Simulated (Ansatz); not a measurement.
## Formation energy and levels of the substitutional impurity F_P in BP (F-43m)

Aim: at which Fermi levels does F_P in BP (F-43m) change its charge? The model is a cell of 54 host atoms with 1 P taken out and 1 F put in.

Method: place-levels on r2SCAN runs: charge-transition levels and formation energies with image-charge correction and potential alignment at the atomic sites; PAW set soft_1, in Ansatz 0.2.0.

## Step 1: Set-up

The cell holds 54 atoms: 27 B, 26 P and 1 F. Cell: a = 9.623 Å, b = 9.623 Å, c = 9.623 Å, α = 60.0°, β = 60.0°, γ = 60.0°. It derives from BP (space group F-43m). Nearest the centre at fractional (0.250, 0.583, 0.583): F10 at 0.00 Å, B35 at 1.96 Å, B29 at 1.96 Å, B17 at 1.96 Å, B33 at 1.96 Å, P28 at 3.21 Å, P14 at 3.21 Å, P6 at 3.21 Å.

Structure file:

```xyz
54
Lattice="0.0000 6.8046 6.8046 6.8046 0.0000 6.8046 6.8046 6.8046 0.0000" Properties=species:S:1:pos:R:3 pbc="T T T"
B     0.0000    0.0000    0.0000
P     3.4023    3.4023    3.4023
B     2.2682    2.2682    0.0000
P     5.6705    5.6705    3.4023
B     4.5364    4.5364    0.0000
P     7.9386    7.9386    3.4023
B     2.2682    0.0000    2.2682
P     5.6705    3.4023    5.6705
B     4.5364    2.2682    2.2682
F     7.9386    5.6705    5.6705
B     6.8046    4.5364    2.2682
P    10.2068    7.9386    5.6705
B     4.5364    0.0000    4.5364
P     7.9386    3.4023    7.9386
B     6.8046    2.2682    4.5364
P    10.2068    5.6705    7.9386
B     9.0727    4.5364    4.5364
P    12.4750    7.9386    7.9386
B     0.0000    2.2682    2.2682
P     3.4023    5.6705    5.6705
B     2.2682    4.5364    2.2682
P     5.6705    7.9386    5.6705
B     4.5364    6.8046    2.2682
P     7.9386   10.2068    5.6705
B     2.2682    2.2682    4.5364
P     5.6705    5.6705    7.9386
B     4.5364    4.5364    4.5364
P     7.9386    7.9386    7.9386
B     6.8046    6.8046    4.5364
P    10.2068   10.2068    7.9386
B     4.5364    2.2682    6.8046
P     7.9386    5.6705   10.2068
B     6.8046    4.5364    6.8046
P    10.2068    7.9386   10.2068
B     9.0727    6.8046    6.8046
P    12.4750   10.2068   10.2068
B     0.0000    4.5364    4.5364
P     3.4023    7.9386    7.9386
B     2.2682    6.8046    4.5364
P     5.6705   10.2068    7.9386
B     4.5364    9.0727    4.5364
P     7.9386   12.4750    7.9386
B     2.2682    4.5364    6.8046
P     5.6705    7.9386   10.2068
B     4.5364    6.8046    6.8046
P     7.9386   10.2068   10.2068
B     6.8046    9.0727    6.8046
P    10.2068   12.4750   10.2068
B     4.5364    4.5364    9.0727
P     7.9386    7.9386   12.4750
B     6.8046    6.8046    9.0727
P    10.2068   10.2068   12.4750
B     9.0727    9.0727    9.0727
P    12.4750   12.4750   12.4750
```

The host's dielectric constants go in as inputs: 9.31 for the electrons alone, 9.42 with the ions, computed on the host (DFPT, PBEsol, on the r2SCAN cell), and a cell off the functional's own equilibrium shifts the ionic part.

The cell's shortest repeat is 9.6 Å.

## Step 2: The runs of each charge state

Levels follow from differences of total energies between charge states, each relaxed by itself.

Each atom starts 0.05 Å or so off its site in a random direction: a symmetric start keeps its symmetry, and would miss off-centre moves and Jahn–Teller distortions. Forces are taken on a 2×2×2 shifted mesh. The cell holds 1 electron more than the neutral one, with a uniform background that keeps it neutral on the whole. The electron count is odd, so at least one spin is unpaired; this run locks the moment at 1 μB.

The sampling was tested on the host first: at the k-points planned (1x1x1 shifted 0.25 0.25 0.25) its energy lies 0.152 eV an atom from the dense-mesh value, so the final energies take a denser sampling.

One of the inputs; charge, spin and start change from state to state.

Contents of qm1_M1.relax/input.yaml:

```yaml
crystal:
  lattice:
    - [0.0, 2.26818541, 2.26818541]
    - [2.26818541, 0.0, 2.26818541]
    - [2.26818541, 2.26818541, 0.0]
  atoms:
    - { symbol: B, position: [0.0, 0.0, 0.0] }
    - { symbol: P, position: [0.75, 0.75, 0.75] }
  supercell: [3, 3, 3]
  defects: [{ substitution: { at: 9, symbol: F } }]
total_charge: -1
basis:
  ecutwfc: 500
  xc_grid: 2
hamiltonian:
  xc: r2scan
  pseudopotentials: { kind: paw, azcp: { folder: soft_1 } }
kpoints:
  mp_grid: { grid: [2, 2, 2], shift: [0.5, 0.5, 0.5] }
magnetization:
  spin_polarized: true
  initial_magnetization: 1
  spin_locking: { lock_magnetization: hard }
scf:
  occupations: { method: fixed }
  max_iter: 80
output:
  forces: true
  charged_corrections: { epsilon: 9.31, static_epsilon: 9.42 }
relax:
  f_tol: 0.02
  max_steps: 80
  random_displacement: { amplitude: 0.05, seed: 6252 }
checkpoint:
  write: "../qm1_M1.relax.run"
  compress: false
  write_wavefunctions: true
  write_every: 100000
```

Launch:

```console
$ ansatz run input.yaml --threads 4 --pin off --max-ram 7536MiB --backend cpu --events-out ev --progress --plain --runs-dir out
```

The run of this state that the levels use, under r2SCAN:

Contents of qm1_M1.point/input.yaml:

```yaml
crystal:
  checkpoint: "../qm1_M1.relax.run"
  host: checkpoint
total_charge: -1
basis:
  ecutwfc: 500
  xc_grid: 2
hamiltonian:
  xc: r2scan
  pseudopotentials: { kind: paw, azcp: { folder: soft_1 } }
kpoints:
  mp_grid: { grid: [2, 2, 2], shift: [0.5, 0.5, 0.5] }
magnetization:
  spin_polarized: true
  initial_magnetization: 1
  spin_locking: { lock_magnetization: hard }
scf:
  occupations: { method: fixed }
  max_iter: 80
output:
  forces: true
  eigenvalues: true
  charged_corrections:
    epsilon: 9.31
    static_epsilon: 9.42
    defect_position: [0.25, 0.583333, 0.583333]
  eigenstates: { localisation: true }
  populations: true
  efg: {}
checkpoint:
  read: "../qm1_M1.relax.run"
  write: "../qm1_M1.point.run"
  compress: false
  write_wavefunctions: false
  write_every: 100000
```

Relaxations under r2SCAN at a 2×2×2 shifted mesh; times on 4 threads of Arm Neoverse V1, shared host:

```csv
charge,moment (μB),occupations,outcome,steps,largest displacement against the far atoms (Å),time
−1,1,fixed,converged,12,0.62,13 min
0,0,fixed,converged,7,0.57,3.6 min
+1,1,fixed,converged,8,0.53,9.9 min
+2,0,fixed,converged,10,0.50,4.3 min
0,2,fixed,converged,11,0.57,14 min
+2,2,fixed,converged,9,0.53,12 min
```

Single points under r2SCAN at a 2×2×2 shifted mesh; times on 4 threads of Arm Neoverse V1, shared host:

```csv
charge,moment (μB),occupations,outcome,time
−1,1,fixed,converged,60 s
0,0,fixed,converged,29 s
+1,1,fixed,converged,59 s
+2,0,fixed,converged,29 s
0,2,fixed,converged,66 s
+2,2,fixed,converged,60 s
```

Distances (Å) from F10 to the nearest atoms after relaxation with r2SCAN:

```csv
charge,moment (μB),1.,2.,3.,4.,5.,6.
−1,1,B 1.40,B 2.47,B 2.49,B 2.49,P 2.74,P 2.75
0,0,B 1.43,B 2.45,B 2.45,B 2.49,P 2.75,P 2.78
0,2,B 1.42,B 2.49,B 2.49,B 2.51,P 2.77,P 2.77
+1,1,B 1.44,B 2.49,B 2.49,B 2.51,P 2.79,P 2.80
+2,0,B 1.46,B 2.53,B 2.53,B 2.53,P 2.82,P 2.82
+2,2,B 1.44,B 2.48,B 2.48,B 2.51,P 2.79,P 2.81
```

## Step 3: Levels against the band edges, r2SCAN

A charged cell interacts with its images and the background, and its potential has another zero than the host's. place-levels removes the first by a point-charge model, screened by the static dielectric constant since the ions have relaxed around the charge, and the second by comparing potentials at atoms far from the defect.

The host is a run of the defect-free crystal in the same cutoffs, grids and k-points, so that basis and sampling errors cancel in part in the differences. The host is run in a cell of 2 atoms on a matching mesh. Its band edges are searched through the zone by a band path, so the gap is smaller than, or equal to, that on the mesh. Chemical potentials are energies per atom of P (black phosphorus) and F (F2 molecule), run with the same functional and cutoff.

Contents of levels.point.yaml:

```yaml
host:
  run: host.point.run
states: [qm1_M1.point.run, q0.point.run, qp1_M1.point.run, qp2.point.run, q0_M2.point.run, qp2_M2.point.run]
geometry_from:
  qm1_M1.point.run: qm1_M1.relax.run
  q0.point.run: q0.relax.run
  qp1_M1.point.run: qp1_M1.relax.run
  qp2.point.run: qp2.relax.run
  q0_M2.point.run: q0_M2.relax.run
  qp2_M2.point.run: qp2_M2.relax.run
  host.point.run: host.relax.run
chemical_potentials:
  P:
    energy: -759.166194
    dataset: "<sha256 of the dataset>"
  F:
    energy: -806.862156
    dataset: "<sha256 of the dataset>"
epsilon: 9.31
static_epsilon: 9.42
vertical:
  - { from: qm1_M1.point.run, to: qm1_M1.point_neutral.run }
  - { from: qp1_M1.point.run, to: qp1_M1.point_neutral.run }
  - { from: qp2.point.run, to: qp2.point_neutral.run }
  - { from: qp2_M2.point.run, to: qp2_M2.point_neutral.run }
```

Launch:

```console
$ ansatz place-levels levels.point.yaml -- --threads 4 --pin off --max-ram 7536MiB
```

Numbers of over 12 decimals in the logs are rounded to 6 here.

What it wrote:

```text
[... repeated set-up lines and file paths are left out, and long positions are rounded to six places ...]
(+2/+1) 0.152 eV beneath the valence edge (-0.350 eV without the band-filling correction), in the valence band
(+1/0) 0.442 eV above the valence edge, 0.965 eV under the conduction edge
(0/-1) 1.420 eV above the valence edge, in the conduction band
formation energy of charge +2: +1.473 eV with the Fermi level at the valence edge
formation energy of charge +1: +1.322 eV with the Fermi level at the valence edge
formation energy of charge 0: +1.764 eV with the Fermi level at the valence edge
formation energy of charge -1: +3.184 eV with the Fermi level at the valence edge
vertical -1 to 0: no energy, since no alignment is typed
  the change from vertical[0].from (qm1_M1.point.run) to vertical[0].to (qm1_M1.point_neutral.run): by its potential at epsilon 9.31 it stands at 0.254 0.618 0.665, with an rms radius of about 2.3 Å (1.7 1.5 0.7 Å across the planes of the cell's vectors); [...]
vertical +1 to 0: no energy, since no alignment is typed
  the change from vertical[1].from (qp1_M1.point.run) to vertical[1].to (qp1_M1.point_neutral.run): by its potential at epsilon 9.31 it stands at 0.321 0.595 0.595, with an rms radius of about 2.2 Å (0.7 1.4 1.4 Å across the planes of the cell's vectors); [...]
vertical +2 to 0: no energy, since no alignment is typed
  the change from vertical[2].from (qp2.point.run) to vertical[2].to (qp2.point_neutral.run): by its potential at epsilon 9.31 it stands at 0.321 0.605 0.606, with an rms radius of about 2.1 Å (0.7 1.4 1.4 Å across the planes of the cell's vectors); [...]
vertical +2 to 0: no energy, since no alignment is typed
  the change from vertical[3].from (qp2_M2.point.run) to vertical[3].to (qp2_M2.point_neutral.run): by its potential at epsilon 9.31 it stands at 0.306 0.590 0.591, with an rms radius of about 3.5 Å (1.8 2.1 2.1 Å across the planes of the cell's vectors); [...]
  edges by r2scan, gap 1.407 eV; the host is sampled to repeats of 19.25 Å
  the defect's cells are sampled to repeats of 19.25 Å, like sampling
  charge +2: -24815.0742 eV with its correction of +0.292 eV, at epsilon 9.42, aligned at sites: -0.3691 eV, mean over 19 atomic sites at or beyond 4.81 Å from the defect at [0.2500, 0.5833, 0.5833], with +0.000000 for the charge's moments and without [...]
  charge +1: -24806.1943 eV with its correction of -0.059 eV, at epsilon 9.42, aligned at sites: -0.3166 eV, mean over 19 atomic sites at or beyond 4.81 Å from the defect at [0.2500, 0.5833, 0.5833], with +0.000000 for the charge's moments and without [...]
  charge 0: +0.000 eV for its dipole among its images, +0.000 omitted
  charge -1: -24785.8733 eV with its correction of +0.467 eV, at epsilon 9.42, aligned at sites: -0.2093 eV, mean over 19 atomic sites at or beyond 4.81 Å from the defect at [0.2500, 0.5833, 0.5833], with +0.000000 for the charge's moments and without [...]
  charge +2: states[5] (qp2_M2.point.run) stands 0.669 eV higher, with a moment of 2.00 μB against 0.00
  charge 0: states[4] (q0_M2.point.run) stands 0.332 eV higher, with a moment of 2.00 μB against 0.00
  of states[3] (qp2.point.run): it parts from the run at its places by a charge that spreads by about 1.4 Å along one vector (1.4 Å or more is wide), by its potential at epsilon 9.31, taken for that of held ions (one typed too small widens it), where the cell [...]
  of states[2] (qp1_M1.point.run): it parts from the run at its places by a charge that spreads by about 1.4 Å along one vector (1.4 Å or more is wide), by its potential at epsilon 9.31, taken for that of held ions (one typed too small widens it), where the [...]
  of states[0] (qm1_M1.point.run): it parts from the run at its places by a charge that spreads by about 1.7 Å along one vector (1.4 Å or more is wide), by its potential at epsilon 9.31, taken for that of held ions (one typed too small widens it), where the [...]
  of states[5] (qp2_M2.point.run): it parts from the run at its places by a charge that spreads by about 2.1 Å along one vector (1.4 Å or more is wide), by its potential at epsilon 9.31, taken for that of held ions (one typed too small widens it), where the [...]
  of states[4] (q0_M2.point.run): its moments are held at its close (magnetization.spin_locking), by a field of 0.128 eV a Bohr magneton, and its energy and levels are of the state that this holds: a run that lets them go can end lower; [...]
  of vertical[0].from (qm1_M1.point.run): stability_check_not_made; [...]
  of vertical[1].from (qp1_M1.point.run): stability_check_not_made; [...]
  of vertical[2].from (qp2.point.run): it parts from the run at its places by a charge that spreads by about 1.4 Å along one vector (1.4 Å or more is wide), by its potential at epsilon 9.31, taken for that of held ions (one typed too small widens it), where [...]
  of vertical[3].from (qp2_M2.point.run): its moments are held at its close (magnetization.spin_locking), by a field of 0.466 eV a Bohr magneton, and its energy and levels are of the state that this holds: a run that lets them go can end lower; [...]
```

Run time: 0.64 s. Hardware: 4 threads of Arm Neoverse V1, shared host.

Levels between the charges placed, in eV above the valence top:

```csv
,gap (eV),(+2/+1),(+1/0),(0/−1)
r2SCAN,1.41,-0.15,0.44,1.42
```

Corrections by state:

```csv
charge,moment (μB),image terms and alignment (eV),band filling (eV),ε used,"over the lowest of its charge, as the program ranks them, band filling apart (eV)"
+2,0.0,0.292,-0.198,9.42,0.000
+1,1.0,-0.059,-,9.42,0.000
0,0.0,0.000,-,-,0.000
−1,1.0,0.467,-,9.42,0.000
+2,2.0,0.144,-,9.42,0.669
0,2.0,0.000,-,-,0.332
```

The charged structures listed were also run neutral, and place-levels reads from each pair, by the potential or the spins, how wide the charge is by which they differ; that can be the carrier of either run.

```csv
charge,rms radius (Å),spread where it is widest against the cell (Å),wide from (Å),reading
+2,2.1,1.41,1.36,wide
+1,2.2,1.43,1.36,wide
−1,2.3,1.67,1.36,wide
```

The neutral runs of these pairs need not share the spin of the lowest neutral state, and very wide values only mean spread over the cell.

From the program's caveats on the states, each cut to its opening words:

- charge +2, +1 (1 μB): it parts from the run at its places by a charge that spreads by about 1.4 Å along one vector (1.4 Å or more is wide), by its potential at epsilon 9.31, taken [...]
- charge +2: a band-filling correction moves a carrier to the host's band edge, which changes its energy by -0.198 eV
- charge +2: its alignment with the host at atomic sites is doubtful: the mean over the far sites moves by -0.2602 eV from their farther parts to their nearer, more than [...]
- charge +1 (1 μB): its alignment with the host at atomic sites is doubtful: the mean over the far sites moves by -0.1525 eV from their farther parts to their nearer, more than [...]
- charge +1 (1 μB), −1 (1 μB), +2 (2 μB), 0 (2 μB): flagged: stability check not made
- charge −1 (1 μB): it parts from the run at its places by a charge that spreads by about 1.7 Å along one vector (1.4 Å or more is wide), by its potential at epsilon 9.31, taken [...]
- charge −1 (1 μB): its alignment with the host at atomic sites is doubtful: the mean over the far sites moves by +0.0860 eV from their farther parts to their nearer, more than [...]
- charge +2 (2 μB): it parts from the run at its places by a charge that spreads by about 2.1 Å along one vector (1.4 Å or more is wide), by its potential at epsilon 9.31, taken [...]
- charge +2 (2 μB): its alignment with the host at atomic sites is doubtful: the mean over the far sites moves by -0.0703 eV from their farther parts to their nearer, more than [...]
- charge +2 (2 μB): its moments are held at its close (magnetization.spin_locking), by a field of 0.466 eV a Bohr magneton, and its energy and levels are of the state that this [...]
- charge +2 (2 μB): filled levels lie above empty ones at the fixed electron count
- charge 0 (2 μB): its moments are held at its close (magnetization.spin_locking), by a field of 0.128 eV a Bohr magneton, and its energy and levels are of the state that this [...]

The host's formation energy from the elements is -0.484 eV per atom; it sets how far the chemical potentials can move.

Limit set by the element alone; other compounds of these elements are not counted. Chemical potentials from the elements' reference states: B 0.00 eV, P -0.97 eV, F 0.00 eV. Formation energy by charge state (B-rich; gap 1.41 eV):

```csv
charge,at valence top (eV),at conduction bottom (eV),correction included (eV)
+2,0.50,3.32,0.09
+1,0.35,1.76,-0.06
0,0.80,0.80,0.00
−1,2.22,0.81,0.47
```

```tsv
Fermi level (eV)	lowest formation energy (eV)
0.00	0.35
0.13	0.48
0.26	0.61
0.38	0.74
0.51	0.80
0.64	0.80
0.77	0.80
0.90	0.80
1.02	0.80
1.15	0.80
1.28	0.80
1.41	0.80
```

Limit set by the element alone; other compounds of these elements are not counted. Chemical potentials from the elements' reference states: P 0.00 eV, B -0.97 eV, F 0.00 eV. Formation energy by charge state (P-rich; gap 1.41 eV):

```csv
charge,at valence top (eV),at conduction bottom (eV),correction included (eV)
+2,1.47,4.29,0.09
+1,1.32,2.73,-0.06
0,1.76,1.76,0.00
−1,3.18,1.78,0.47
```

```tsv
Fermi level (eV)	lowest formation energy (eV)
0.00	1.32
0.13	1.45
0.26	1.58
0.38	1.71
0.51	1.76
0.64	1.76
0.77	1.76
0.90	1.76
1.02	1.76
1.15	1.76
1.28	1.76
1.41	1.76
```

## Step 4: Summary of results

```yaml
gap_of_the_host: 1.41 eV (r2SCAN)
level_plus_2_plus_1: 0.15 eV below the valence top (-0.35 eV above the valence top without the band-filling term)
level_plus_1_over_0: 0.44 eV above the valence top
level_0_minus_1: 1.42 eV above the valence top, past the conduction bottom
lowest_of_the_charges_placed_just_above_the_valence_top_0p02_ev: +1
lowest_of_the_charges_placed_just_below_the_conduction_bottom_0p02_ev: 0
lowest_formation_energy_at_mid_gap_of_the_charges_run_b_rich: 0.80 eV
lowest_formation_energy_at_mid_gap_of_the_charges_run_p_rich: 1.76 eV
```

What this shows: Of the charges placed (−1, 0, +1 and +2), the lowest changes at 0.44 eV (+1/0) above the valence top, in a gap of 1.41 eV. (0/−1) lies 0.01 eV from a band edge, less than the doubt on such levels. States placed: +2 at 0 μB and 2 μB; +1 at 1 μB; 0 at 0 μB and 2 μB; −1 at 1 μB. Other spin states or structures, where not listed, weren't placed. The program finds carriers beyond a band edge of the host and adds a band-filling term at charge +2 (-0.20 eV); steps to such a charge show no bound level, and a defect level inside a band would be read the same way. F is taken at its element; compounds, which aren't counted here, bound the chemical potentials and would shift these formation energies. The program doubts the alignment of potentials for at least one state, a sign that the cell is small. Limits: r2SCAN makes the gap too small and tends to spread out bound carriers; where a gas molecule sets a chemical potential or the host's formation energy, its binding is uncorrected.

[Logs are printed without paths, hosts, clocks, repeated set-up lines and the standing remarks that a program may print on its own settings, such as how far it seeks lower states.]

[Hosts, paths, dates, database ids (printed as entryN), source tags and the programs' standing remarks are cut or masked in the printed files.]

[Where a table of states has a column of steps, it counts the stored structures, which are thinned; the runs took as many ionic steps or more.]

[A defect's name tells the site on which it was built; relaxed atoms can leave that site.]

[For some hosts the program warned that the k-mesh of the response run may be too coarse for force constants and the static dielectric constant; such warnings are not shown here.]
